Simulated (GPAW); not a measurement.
# Near-edge structure at the Zn K edge of zinc-blende (ZnS)₁₋ₓ(ZnSe)ₓ at x = 0.875, part 3 of 3

What does the Zn K edge look like in zinc-blende (ZnS)₁₋ₓ(ZnSe)ₓ at x = 0.875?

GPAW 26.7.0; X-ray absorption from dipole matrix elements to empty bands, plane-wave PAW LDA.

So far. Step 5 (Spectrum with XCH, Zn atom 1): Main maxima below 28 eV (height): 5.0 eV (2.08), 8.8 eV (1.02), 12.8 eV (1.28) and 18.4 eV (0.83). A K edge sees empty p states on the absorber. Step 5 (Spectrum with XCH, Zn atom 1): The total-energy difference is 9673.10 eV. One term is added: -30.82 eV, since the hole is spin-paired here and a spin-polarised one costs that much less in the free atom (computed apart). The photon energy is then 9642.28 eV. The tabulated edge of the element is 9659 eV.

## Step 7: Spectrum with XCH, S atom 16

The holes are 8.0 Å apart. The excited electron is kept in the cell, where it fills the lowest empty states and screens the hole. After the field has converged, empty bands are computed with the density fixed and the dipole matrix elements are summed.

The absorber has 2 Zn at 2.36 Å and 2 Zn at 2.37 Å (tetrahedral).

The input, xas.py:

```python
import numpy as np
from ase import Atoms
from ase.parallel import parprint, paropen
from gpaw import GPAW, PW, FermiDirac, Mixer, MixerDif, setup_paths
from gpaw.test import gen
setup_paths.insert(0, '.')
gen('S', name='fch1s', xcname='LDA', corehole=(1, 0, 1), write_xml=True)
from gpaw.mpi import world
world.barrier()

atoms = Atoms('ZnSeZnSeZnSeZnSeZnSeZnSeZnSeZnS',
    cell=[[0, 5.63575, 5.63575],
     [5.63575, 0, 5.63575],
     [5.63575, 5.63575, 0]],
    scaled_positions=[[0.9999124, 0.9987808, 0.9994707],
     [0.1243002, 0.1247919, 0.1250843],
     [0.9991011, 0.9987358, 0.5003592],
     [0.124718, 0.1245619, 0.6241181],
     [0.002002, 0.500002, 0.0001613],
     [0.1271466, 0.6238079, 0.1258299],
     [0.9866402, 0.5027615, 0.5042466],
     [0.1235494, 0.6236838, 0.6251597],
     [0.4993329, 0.0005641, 0.0005661],
     [0.6247756, 0.1256655, 0.1254688],
     [0.5029215, 0.9900004, 0.5034452],
     [0.6238092, 0.1254304, 0.6251532],
     [0.5060329, 0.5040201, 0.9884917],
     [0.6262205, 0.6253988, 0.1245234],
     [0.5014544, 0.5036733, 0.5026425],
     [0.6232363, 0.6253543, 0.6244951]],
    pbc=True)
atoms.calc = calc = GPAW(legacy_gpaw=True, mode=PW(400, force_complex_dtype=True), xc='LDA', setups={15: 'fch1s'},
    kpts={'size': (3, 3, 3), 'gamma': True}, occupations=FermiDirac(0.04),
    charge=-1, mixer=Mixer(0.1, 5, 50), maxiter=150,
    convergence={'density': 0.0001, 'eigenstates': 1e-6}, txt='scf.txt')
energy = atoms.get_potential_energy() + calc.get_reference_energy()
ef = calc.get_fermi_level()
out = dict(energy=energy, fermi=ef, forces=atoms.get_forces().tolist())
parprint(f'all-electron energy {energy:.4f} eV, Fermi level {ef:.4f} eV')
ev = np.array([[calc.get_eigenvalues(k, s) for k in range(len(calc.get_ibz_k_points()))] for s in range(calc.get_number_of_spins())])
out['homo'], out['lumo'], out['counts'] = ev[ev < ef].max(), ev[ev > ef].min(), sorted(set((ev < ef).sum((0, 2)).tolist()))
out['filled'] = (ev[:, 0] < ef).sum(1).tolist()

from ase.units import Ha
from gpaw.xas import dipole_matrix_elements
nb = int(calc.get_number_of_electrons() / 2) + 183
top, nb = nb, nb + 8 + nb // 12
nscf = calc.fixed_density(kpts={'size': (4, 4, 4), 'gamma': True}, nbands=nb,
    convergence={'bands': top, 'eigenstates': 5e-3}, maxiter=60, txt='nscf.txt')
cell = atoms.cell.array
ops = [cell.T @ U.T @ np.linalg.inv(cell.T) for U in nscf.wfs.kd.symmetry.op_scc]
filled = [72]  # bands filled in the ground state, by spin
E = np.arange(-6, 30, 0.1)
fwhm = np.interp(E, [4, 25], [0.9, 3.5])
Y, X, zero, highest = 0, 0, 1e9, 1e9
for spin in range(nscf.get_number_of_spins()):
    wfs = nscf.wfs
    mine = wfs.bd.get_slice()  # this rank's bands
    A = dipole_matrix_elements(wfs.setups[15])
    eps = np.zeros((wfs.kd.nibzkpts, nb))
    d = np.zeros((3, A.shape[1], wfs.kd.nibzkpts, nb), complex)
    for kpt in wfs.kpt_u:
        if kpt.s == spin and 15 in kpt.P_ani:
            eps[kpt.k, mine] = kpt.eps_n * Ha
            d[:, :, kpt.k, mine] = (kpt.weight * wfs.nspins / 2) ** 0.5 * np.inner(A, kpt.P_ani[15])
    world.sum(eps)
    world.sum(d)
    T = np.einsum('amkn,bmkn->abkn', d, d.conj()).real
    T = sum(np.einsum('ai,ijkn,bj->abkn', R, T, R) for R in ops) / len(ops)
    empty = np.ones_like(eps, bool) & (np.arange(nb) >= filled[spin])
    zero, highest = min(zero, eps[empty].min()), min(highest, eps[:, top - 1].min())
    lines = [(eps, T, empty)] if spin == 0 else lines + [(eps, T, empty)]
for eps, T, empty in lines:
    f = np.einsum('aakn->akn', T).reshape(3, -1)
    x = eps.ravel() - zero
    w = np.interp(x, E, fwhm) / 2.35482
    g = np.exp(-0.5 * ((E[:, None] - x) / w) ** 2) / (w * (2 * np.pi) ** 0.5)
    Y = Y + (f * empty.ravel()) @ g.T
    X = X + (f * ~empty.ravel()) @ g.T
out.update(E=E.round(2).tolist(), xas=Y.tolist(), xes=X.tolist(), zero=zero, valid=highest - zero, nk=len(eps), nb=nb)
for i in range(0, len(E), 10):
    parprint(f'{E[i]:7.2f}', *(f'{v:10.3e}' for v in Y[:, i]))
import json
with paropen('out.json', 'w') as f:
    json.dump(out, f)
```

On the command line:

```console
$ OMP_NUM_THREADS=1 mpirun -n 4 gpaw python xas.py
```

Numbers of over 12 decimals in the logs are rounded to 6 here.

The log of the run:

```text
Input parameters:
  charge: -1
  convergence: {density: 0.0001,
                eigenstates: 1e-06}
  kpts: {gamma: True,
         size: (3, 3, 3)}
  maxiter: 150
  mixer: {backend: pulay,
          beta: 0.1,
          method: separate,
          nmaxold: 5,
          weight: 50}
  mode: {ecut: 400.0,
         force_complex_dtype: True,
         name: pw}
  occupations: {fixmagmom: False,
[...]
*p    :     0.277888
*d    :     0.000000
--------------------------------

Diagonalizing with gridspacing h=0.050

state   all-electron     PAW
-------------------------------
3s:      -1.141348    -1.142157
3p:      -0.722112    -0.722797
*d:                   -0.153507
*f:                   -0.016109
-------------------------------
all-electron energy -860832.8755 eV, Fermi level 5.8724 eV
[...]
28.00  2.390e-06  2.389e-06  2.390e-06
  29.00  2.089e-06  2.088e-06  2.089e-06
[key lines of the parts left out:]
Converged after 14 iterations.
Dipole moment: (-25.666665, -25.692635, -25.626795) |e|*Ang
Free energy:    -69.899964
Fermi level: 5.87244
```

Wall time 6.7 min (4 MPI ranks of Arm Neoverse V2, shared host); peak memory 0.82 GiB.

The S K spectrum, S atom 16, excited-electron core hole (neutral cell) (energy from the bottom of the conduction band, which holds the excited electron; intensity scaled to a mean of 1 over the first 20 eV):

```csv
E (eV),intensity
-2.0,0.00
-1.0,0.00
0.0,0.01
1.0,0.37
2.0,1.47
3.0,1.85
4.0,1.43
5.0,1.22
6.0,1.52
7.0,1.69
8.0,0.95
9.0,0.94
10.0,0.65
11.0,0.46
12.0,0.65
13.0,0.89
14.0,1.02
15.0,0.90
16.0,0.82
17.0,0.87
18.0,0.88
19.0,0.87
20.0,0.87
21.0,0.89
22.0,0.87
23.0,0.80
24.0,0.79
25.0,0.87
26.0,0.97
27.0,0.99
28.0,0.90
29.0,0.79
```

Main maxima below 24 eV (height): 3.1 eV (1.86), 4.4 eV (1.70), 6.7 eV (1.78), 9.0 eV (0.94), 14.0 eV (1.02) and 21.1 eV (0.89). 

The total-energy difference is 2474.98 eV. One term is added: -16.82 eV, since the hole is spin-paired here and a spin-polarised one costs that much less in the free atom (computed apart). The photon energy is then 2458.16 eV. The functional leaves an error in such absolute values: in the free atom LDA prices this hole 9.1 eV below PBE (computed apart), and PBE is itself good to a few eV.

## Step 8: Outcome

| Quantity | Value |
| --- | --- |
| absorber and edge | Zn K, atom 1 of the ground-state input (counted from 1) |
| surroundings | 4 Se at 2.44 Å (tetrahedral) |
| highest intensity below 24 eV | 5.0 eV above the zero, height 2.08 |
| photon energy of the zero, with the added terms | 9642.3 eV (raw 9673.1 eV; LDA puts this hole about 19 eV below PBE, itself good to a few eV) |

The Zn K edge of atom 1, with 4 Se at 2.44 Å (tetrahedral), has its highest intensity of the first 24 eV at 5.0 eV above the zero, near 9647 eV in photon energy (LDA puts this hole about 19 eV below PBE, itself good to a few eV), 2.1 times the mean level of the first 20 eV (Gaussian full width 1.67 eV up to 4 eV, rising linearly to 3.5 eV at 25 eV). The script folds with a Gaussian, whereas the core hole's own line is a Lorentzian, so the onset is too steep and the first peak too high. Lifetime broadening is put in by hand, and intensities beyond about 20 eV depend on it and on the partial waves.

[Banner, clock and machine lines of the logs are left out without a mark of their own.]

[Logs are printed without paths, hosts, clocks, repeated set-up lines and the standing remarks that a program may print on its own settings, such as how far it seeks lower states.]

[Hosts, paths, dates, database ids (printed as entryN), source tags and the programs' standing remarks are cut or masked in the printed files.]

[Lists of maxima count a maximum above −3 eV only where it reaches 4 % of the highest in the window and stands out from its surroundings by 2 % of it (1.5 % where it reaches 55 %); shoulders and weaker maxima are passed over, and of the rest the first, up to two pre-edge ones and the few strongest are named.]
